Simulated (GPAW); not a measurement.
The Rh L₃ edge of atom 1 in CaRhO3 (Cmcm), with 2 O at 1.97 Å and 4 O at 2.03 Å (octahedral, site symmetry 2/m), was computed in 2 ways: excited-electron core hole (neutral cell) and no core hole. Program and functional: GPAW, LDA, Gaussian full width 2.13 eV up to 4 eV, rising linearly to 3.5 eV at 25 eV; cells of 10 and 30 atoms (the run without a hole in the smaller).

Each run is counted from its own lowest empty level or Fermi level and scaled to a mean of 1 over its first 20 eV.

```tsv
E (eV)	run 1	run 2
-2.0	0.09	0.02
-1.5	0.27	0.11
-1.0	0.61	0.40
-0.5	1.08	1.16
0.0	1.55	2.54
0.5	2.04	4.32
1.0	2.78	5.64
1.5	3.86	5.66
2.0	4.80	4.52
2.5	4.95	2.98
3.0	4.23	1.76
3.5	3.01	1.02
4.0	1.81	0.58
4.5	0.97	0.33
5.0	0.49	0.23
5.5	0.33	0.23
6.0	0.31	0.27
6.5	0.34	0.32
7.0	0.35	0.33
7.5	0.32	0.29
8.0	0.25	0.24
8.5	0.19	0.18
9.0	0.14	0.14
9.5	0.12	0.13
10.0	0.12	0.13
10.5	0.14	0.15
11.0	0.16	0.19
11.5	0.20	0.24
12.0	0.25	0.30
12.5	0.30	0.38
13.0	0.37	0.46
13.5	0.43	0.53
14.0	0.48	0.60
14.5	0.52	0.64
15.0	0.54	0.66
15.5	0.54	0.66
16.0	0.52	0.63
16.5	0.49	0.59
17.0	0.46	0.55
17.5	0.43	0.53
18.0	0.42	0.51
18.5	0.42	0.52
19.0	0.43	0.53
19.5	0.45	0.56
20.0	0.47	0.59
20.5	0.49	0.61
21.0	0.51	0.63
21.5	0.52	0.64
22.0	0.52	0.64
22.5	0.52	0.63
23.0	0.51	0.62
23.5	0.51	0.62
24.0	0.51	0.63
24.5	0.53	0.65
25.0	0.55	0.68
25.5	0.58	0.71
26.0	0.62	0.75
26.5	0.65	0.78
27.0	0.68	0.80
27.5	0.69	0.80
28.0	0.69	0.79
28.5	0.68	0.76
29.0	0.65	0.73
29.5	0.61	0.69
30.0	0.57	0.65
30.5	0.53	0.62
31.0	0.50	0.60
31.5	0.48	0.59
32.0	0.46	0.58
```

Q: Which run is which?

Run 1: no core hole (area from −2 to 6 eV 16.5, main maxima 2.4 eV (5.01), 15.2 eV (0.54) and 27.8 eV (0.69)). Run 2: excited-electron core hole (neutral cell) (area from −2 to 6 eV 15.8, main maxima 1.2 eV (5.83), 15.2 eV (0.66) and 27.4 eV (0.80)). With each curve scaled to its own mean, the area from −2 to 6 eV with the hole is 15.8 against 16.5, and the centre of weight from −1 to 20 eV moves by +0.0 eV (first and strongest maxima below 20 eV: 2.4 eV (5.01) and 15.2 eV (0.54) without the hole, 1.2 eV (5.83) and 15.2 eV (0.66) with it); the shape changes all the same, by 53 % r.m.s.

[Banner, clock and machine lines of the logs are left out without a mark of their own.]

[Logs are printed without paths, hosts, clocks, repeated set-up lines and the standing remarks that a program may print on its own settings, such as how far it seeks lower states.]

[Hosts, paths, dates, database ids (printed as entryN), source tags and the programs' standing remarks are cut or masked in the printed files.]

[Lists of maxima count a maximum above −3 eV only where it reaches 4 % of the highest in the window and stands out from its surroundings by 2 % of it (1.5 % where it reaches 55 %); shoulders and weaker maxima are passed over, and of the rest the first, up to two pre-edge ones and the few strongest are named.]
